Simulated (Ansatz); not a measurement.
# Quasiparticle gap of SiC (Moissanite)

Aim: the quasiparticle gap of SiC (Moissanite), starting from PBE.

Program: Ansatz 0.2.0. Level of theory: PBE, then G0W0 on it, plane waves, PAW. Results are calculated unless marked as measured.

**What was measured.**

- Gap 3.02 eV: band gap at cryogenic temperature; bulk crystal (literature value) (quoted in “Silicon carbide diodes for neutron detection”, 2020, arxiv:2009.14696).

- Gap 3 eV: optical absorption onset, approximate; UV-Vis-NIR transmission; bulk crystal (400 micron semi-insulating 6H-SiC wafer) (“Effects of energetic ion irradiation on WSe2/SiC heterostructures”, 2017, pmc:5482891).

- Gap 3.03 eV: indirect gap, experimental literature value; quoted from earlier experiment; bulk crystal (quoted in “Charge spill-out and work function of few-layer graphene on SiC(0001)”, 2018, arxiv:1806.04908).

## (1) The structure

It takes space group P6_3mc (No. 186, hexagonal). Conventional cell: a = 3.081 Å, b = 3.081 Å, c = 15.125 Å, α = 90.00°, β = 90.00°, γ = 120.00°. Nearest to Si lie 4 C at 1.88 to 1.90 Å. Nearest to Si lie 4 C at 1.89 Å. Si has 4 C at 1.89 Å nearest. C has 4 Si at 1.88 to 1.89 Å nearest. Nearest to C lie 4 Si at 1.89 Å. Nearest to C lie 4 Si at 1.89 to 1.90 Å. Farther neighbours are not listed.

The cell and positions come from the Crystallography Open Database and are kept as given unless a step says otherwise. The default PAW set here is soft_2. Its files were made with PBE.

## (2) The PBE band structure

Levels along a band path and on the mesh show where this functional puts the band edges.

This step: DFT, PBE, plane waves, PAW.

input.yaml reads:

```yaml
crystal:
  lattice:
    - [3.081, 0.0, 0.0]
    - [-1.5405, 2.6682242691, 0.0]
    - [0.0, 0.0, 15.1248]
  atoms:
    - { symbol: Si, position: [0.0, 0.0, 0.0] }
    - { symbol: Si, position: [0.0, 0.0, 0.5] }
    - { symbol: Si, position: [0.3333333333, 0.6666666667, 0.1664] }
    - { symbol: Si, position: [0.6666666667, 0.3333333333, 0.6664] }
    - { symbol: Si, position: [0.6666666667, 0.3333333333, 0.3329] }
    - { symbol: Si, position: [0.3333333333, 0.6666666667, 0.8329] }
    - { symbol: C, position: [0.3333333333, 0.6666666667, 0.0412] }
    - { symbol: C, position: [0.6666666667, 0.3333333333, 0.5412] }
    - { symbol: C, position: [0.6666666667, 0.3333333333, 0.208] }
    - { symbol: C, position: [0.3333333333, 0.6666666667, 0.708] }
    - { symbol: C, position: [0.0, 0.0, 0.3746] }
    - { symbol: C, position: [0.0, 0.0, 0.8746] }
kpoints:
  mp_grid: { grid: [12, 12, 2] }
  band_path:
    path:
      - [[0.0, 0.0, 0.0], [0.5, 0.0, 0.0], [0.33333333, 0.33333333, 0.0], [0.0, 0.0, 0.0], [0.0, 0.0, 0.5], [0.5, 0.0, 0.5], [0.33333333, 0.33333333, 0.5], [0.0, 0.0, 0.5]]
      - [[0.5, 0.0, 0.5], [0.5, 0.0, 0.0]]
      - [[0.33333333, 0.33333333, 0.5], [0.33333333, 0.33333333, 0.0]]
    npoints: 10
hamiltonian:
  xc: pbe
scf:
  occupations: { method: fermi_dirac, width: 0.02 }
  n_extra_bands: 8
output:
  eigenvalues: true
  write_density: true
  write_potential: true
  elf: true
  volumetric_format: npy
```

Command:

```sh
$ ansatz run input.yaml --threads 3 --pin off --max-ram 92160MiB --backend cuda --events-out ev --progress --plain --runs-dir out --devices 1 --max-vram 13GiB  # rebuilt from the run's record
```

Numbers of over 12 decimals in the logs are rounded to 6 here.

The program printed:

```text
scf.n_extra_bands = 8 over 24 filled bands (N_el = 48.0): the run solves 32 bands
GPUs: using 1 of 1 available (devices: 1).
Engine: ansatz 0.2.0, x86_64-unknown-linux-gnu
Pseudopotentials: kind: paw
Pseudopotential: Si, paw, valence charge 4, recommended cutoff 420 eV (normal), Si.paw.azcp
Pseudopotential: C, paw, valence charge 4, recommended cutoff 420 eV (normal), C.paw.azcp
Functional definition: PBE
  parameter kappa = 0.804
  parameter beta = 0.066725
  exchange = pbe_x(kappa = kappa, mu = beta*pi^2/3)
  correlation = pbe_c(beta = beta)
device memory: the entry about to start is reckoned to put 3.2 GiB on a device that reports 34.8 GiB free (of which the cap on the GPU budget leaves the run 13.0 GiB)
GPU FFT provider: cuFFT
GPU libraries: cuBLAS 13.8.2, cuFFT 12.4.0, cuSOLVER 12.3.4
Crystal: 12 atoms, lattice volume = 124.338 Å³
Basis set: ecut = 420 eV, 2415 PW (Γ)
Bands: 32, of which v1, the nominal top of the filled ones, is band 24 counted from 1 (23 counted from 0)
Symmetry: 12 space group operations
Space group: P63mc (ITA 186), of the structure as read, at distance tolerance 5.0e-5 Å
k-points: 38 of 288
Non-local potential: Si, projectors of the file, l = 0: 2, l = 1: 2, l = 2: 2
Non-local potential: C, projectors of the file, l = 0: 2, l = 1: 2, l = 2: 1
PAW form: soft (Blöchl's): semilocal exchange-correlation on the pseudo side does not see the compensation charge
PAW one-centre angular grid: Si, 110 points (default); XC on 64 Gauss nodes
PAW one-centre angular grid: C, 110 points (default); XC on 64 Gauss nodes
Initial density: superposition of atomic densities (neutral atoms: chi_scale 0, normalization atom), corrected by the library's trained network
Initial wavefunctions: pseudopotential atomic-orbital guess
GPU buffer pool allocated for 62208 grid points (all kernels)
GPU transforms: local potential and band sums: pruned to the plane-wave sphere, on 24×24×108
Functional: x = pbe(κ = 0.804, μ = 0.219515), c = pbe(β = 0.066725)
SCF iter   1: F=—  HF=-5322.953446 eV  |F-HF|=—  |Δ(HF+E_count)|=         —  Δρ=2.66e-3  dr2=9.33e-3  ethr=1.77e-3  ⟨swp⟩=8.1  Hψ=6606  notcnv=0
preconditioner: auto → none  [insulator: Δε(μ)=1.988 eV  Ē_g=11.112 eV  σ=0.020 eV  W_gap=1.00  n_scr=10 (ndim 8)  ℏωp=23.1 eV  f_vac=0.000  D(μ)=0.00/eV (n_scr^D=0)  ε∞_Penn≈5.3]
SCF iter   2: F=—  HF=-5322.952920 eV  |F-HF|=—  |Δ(HF+E_count)|=   5.26e-4  Δρ=7.48e-4  dr2=2.89e-4  ethr=1.94e-5  ⟨swp⟩=2.2  Hψ=2418  notcnv=0  defer=114
SCF iter   3: F=—  HF=-5322.953163 eV  |F-HF|=—  |Δ(HF+E_count)|=   2.43e-4  Δρ=3.38e-4  dr2=5.60e-5  ethr=6.03e-7  ⟨swp⟩=2.7  Hψ=2086  notcnv=0  defer=114
SCF iter   4: F=—  HF=-5322.953268 eV  |F-HF|=—  |Δ(HF+E_count)|=   1.05e-4  Δρ=6.32e-5  dr2=1.48e-5  ethr=1.17e-7  ⟨swp⟩=2.0  Hψ=1990  notcnv=0  defer=114
SCF iter   5: F=—  HF=-5322.953266 eV  |F-HF|=—  |Δ(HF+E_count)|=   1.20e-6  Δρ=1.89e-5  dr2=2.66e-7  ethr=3.08e-8  ⟨swp⟩=2.0  Hψ=1718  notcnv=0  defer=114
SCF iter   6: F=-5322.953267 eV  HF=-5322.953267 eV  |F-HF|=7.33e-9  |Δ(HF+E_count)|=   5.42e-7  Δρ=3.20e-6  dr2=8.32e-9  ethr=2.08e-10  ⟨swp⟩=8.4  Hψ=3894  notcnv=0
SCF 1 converged in 6 iterations: F = -5322.953267 eV  dr2 = 8.32e-9
  greatest PAW one-centre occupation: 0.645 electrons in one spin orbital (limit 2), on the C atom at site 7 (counted from 0), in its partial waves of l = 0
device memory: the entry about to start is reckoned to put 2.1 GiB on a device that reports 37.4 GiB free (of which the cap on the GPU budget leaves the run 13.0 GiB)
NSCF: frozen V_eff on 93 k-points
SCF converged after 6 iterations
Free energy (F): -5322.953267 eV
Harris-Foulkes:  -5322.953267 eV  (|F-HF|=7.33e-9)
Internal energy: -5322.953267 eV  (E = F + TS)
E sigma→0 (E₀):  -5322.953267 eV
Fermi energy:    10.514015 eV
--- Per-component energies (eV) ---
  E_band       = 171.398702
  E_kinetic    = 813.843116
  E_local      = -628.573019  (includes V_loc(G=0)·N_el)
  E_nonlocal   = 310.934011
  E_hartree    = 193.242765
  E_xc         = -632.905069
  E_vxc        = -656.074354  (∫ρ·V_xc dr)
  E_paw        = -3672.478255  (= ΣΔE_a)
  E_vpaw       = -55.216329  (= ΣTr[D̂ρ^β])
  E_aug_tail   = 0.000069  (compensation charges beyond the density's cutoff)
  E_ewald      = -1707.016885
  E_smearing   = -0.000000  (= −TS)
  E_closure    = -0.000000  (closes the sum)
  Σ components = -5322.953267   (vs F -5322.953267, Δ=0.00e0)
--- Band table (eV; the first three rows and the last of 38) ---
  k-point 0: bands = [... 20 lower, 9.2219, 9.4738, 9.5089, 9.5089, 14.6730, 14.8441, 15.2447, 15.7540, ... 4 higher]
  k-point 1: bands = [... 20 lower, 9.4142, 9.4142, 9.4142, 9.4142, 14.7400, 14.7400, 15.4779, 15.4779, ... 4 higher]
  k-point 2: bands = [... 20 lower, 9.0633, 9.1134, 9.3967, 9.4601, 14.9797, 15.1747, 15.4120, 15.8754, ... 4 higher]
  k-point 37: bands = [... 20 lower, 6.8856, 6.8856, 7.2487, 7.2487, 13.1844, 13.1844, 13.8231, 13.8231, ... 4 higher]
```

Run time: 7.6 s. Hardware: 1 × NVIDIA H100 80GB HBM3 (shared by 6 runs) with 3 threads of AMD EPYC 7R13 (Zen 3), shared host; peak memory 0.94 GiB; 10 s of CPU time.

Numbers from this step:

- filled bands: 24
- gap: 2.011 eV
- valence top at: Γ
- conduction bottom at: k = (0.500, 0.000, 0.200)
- least direct gap: 3.120 eV

Over mesh and path the gap is 2.011 eV, from k = Γ to k = (0.500, 0.000, 0.200). The least direct gap found is 3.120 eV, at k = (0.500, 0.000, 0.000). On the 12×12×2 mesh alone the same run gives 2.016 eV, so that mesh misses an edge of PBE: 2.016 − 2.011 = +0.005 eV.

Electronic bands along the path, in eV, zero at the top of the highest nominally filled band:

```tsv
point	band 21	band 22	band 23	band 24	band 25	band 26	band 27	band 28
Γ	-0.29	-0.04	0.00	0.00	5.16	5.34	5.74	6.25
halfway	-1.17	-1.09	-0.70	-0.53	3.67	3.89	4.38	5.01
M	-1.84	-1.76	-1.66	-1.10	2.02	2.21	3.23	3.89
halfway	-2.44	-2.22	-2.00	-1.77	2.85	3.50	4.51	4.92
K	-3.13	-2.20	-2.07	-2.07	3.49	3.49	3.74	5.04
halfway	-1.77	-1.73	-1.30	-0.72	4.78	4.86	4.97	5.06
Γ	-0.29	-0.04	0.00	0.00	5.16	5.34	5.74	6.25
halfway	-0.20	-0.20	-0.02	-0.02	5.18	5.30	5.81	6.15
A	-0.09	-0.09	-0.09	-0.09	5.23	5.23	5.97	5.97
halfway	-0.99	-0.99	-0.71	-0.71	3.77	3.77	4.73	4.73
L	-1.71	-1.71	-1.31	-1.31	2.06	2.06	3.44	3.44
halfway	-2.67	-2.67	-1.67	-1.67	3.20	3.20	4.47	4.47
H	-2.62	-2.62	-2.26	-2.26	3.68	3.68	4.31	4.31
halfway	-1.95	-1.95	-0.85	-0.85	4.73	4.73	5.12	5.12
A	-0.09	-0.09	-0.09	-0.09	5.23	5.23	5.97	5.97
jump to L	-1.71	-1.71	-1.31	-1.31	2.06	2.06	3.44	3.44
halfway	-2.00	-1.64	-1.53	-1.16	2.01	2.16	3.29	3.68
M	-1.84	-1.76	-1.66	-1.10	2.02	2.21	3.23	3.89
jump to H	-2.62	-2.62	-2.26	-2.26	3.68	3.68	4.31	4.31
halfway	-2.97	-2.32	-2.16	-2.16	3.58	3.58	3.90	4.80
K	-3.13	-2.20	-2.07	-2.07	3.49	3.49	3.74	5.04
```

Valence density in the ac plane at fractional y = 0.000, with atoms of Si and C within 0.2 Å of it. It is the smooth field of the valence electrons, not physical close to the nuclei.

Ten even steps from '0' (0.1 e/Å³) to '9' (1.8 e/Å³), each cell a mean:
```
1111110000011111
5542100000001245
9985321000123589
8775322111223577
1111111101111111
0000000111000000
0000012333210000
0000123343321000
0000011111110000
0000000111000000
0111111222111111
0012222222222210
1111110000011111
5542100000001245
9985321000123589
8775322111223577
1111111101111111
0000000111000000
0000012333210000
0000123343321000
0000011111110000
0000000111000000
0111111222111111
0012222222222210
```
Columns run along a (3.1 Å), rows up along c (15.1 Å). Atoms in or near the plane, at fractional coordinates: Si at (0.00, 0.00), Si at (0.00, 0.50), C at (0.00, 0.37), C at (0.00, 0.87).

Electrostatic potential energy in the ac plane at fractional y = 0.000, with atoms of Si and C within 0.2 Å of it. With pseudopotentials it is smooth inside the atoms' cores, unlike the true potential.

Ten even steps from '_' (-47 eV) to '@' (13 eV), each cell a mean:
```
....::==##%%@@@@@@@@@@%%##==::..
**##%%%%@@@@@@@@@@@@@@@@@@%%%%##
____::**%%@@@@@@@@@@@@@@%%**::__
::::==##%%%%%%%%##%%%%%%%%##==::
@@@@@@@@@@@@%%%%%%%%%%@@@@@@@@@@
@@@@@@@@@@@@@@@@@@@@@@@@@@@@@@@@
@@@@@@@@@@@@@@%%%%%%@@@@@@@@@@@@
@@@@@@@@@@%%%%######%%%%@@@@@@@@
@@@@@@@@@@%%%%%%%%%%%%%%@@@@@@@@
@@@@@@@@@@@@@@@@@@@@@@@@@@@@@@@@
****##%%%%@@@@@@@@@@@@@@%%%%##**
____..--**%%@@@@@@@@@@%%**--..__
....::==##%%@@@@@@@@@@%%##==::..
**##%%%%@@@@@@@@@@@@@@@@@@%%%%##
____::**%%@@@@@@@@@@@@@@%%**::__
::::==##%%%%%%%%##%%%%%%%%##==::
@@@@@@@@@@@@%%%%%%%%%%@@@@@@@@@@
@@@@@@@@@@@@@@@@@@@@@@@@@@@@@@@@
@@@@@@@@@@@@@@%%%%%%@@@@@@@@@@@@
@@@@@@@@@@%%%%######%%%%@@@@@@@@
@@@@@@@@@@%%%%%%%%%%%%%%@@@@@@@@
@@@@@@@@@@@@@@@@@@@@@@@@@@@@@@@@
****##%%%%@@@@@@@@@@@@@@%%%%##**
____..--**%%@@@@@@@@@@%%**--..__
```
Columns run along a (3.1 Å; values clipped at the 3rd and 97th percentile), rows up along c (15.1 Å). Atoms in or near the plane, at fractional coordinates: Si at (0.00, 0.00), Si at (0.00, 0.50), C at (0.00, 0.37), C at (0.00, 0.87).

(Continued in part 2 of 2.)

[Paths, hosts, dates, memory and timing lines, banners, echoed tables and standing remarks are left out of the program output.]

[Logs are printed without paths, hosts, clocks, repeated set-up lines and the standing remarks that a program may print on its own settings, such as how far it seeks lower states.]

[Runs of the session that timed out or met a known fault of the program may be left out.]

[Cells called generated may have been cut or substituted from an entry of the Crystallography Open Database or the Materials Project.]

[Hosts, paths, dates, database ids (printed as entryN), source tags and the programs' standing remarks are cut or masked in the printed files.]

[Where an RPA ε∞ is given, it is that of the G0W0 mesh and is not shown converged in it. Names of k-points follow the symmetry that the program found, which can be lower than the space group named. Band edges on a path are those of the sampled points; other points can move an edge, and change direct to indirect where valleys lie close.]

[Hybrid gaps are those of their k-mesh and are not shown converged in it.]
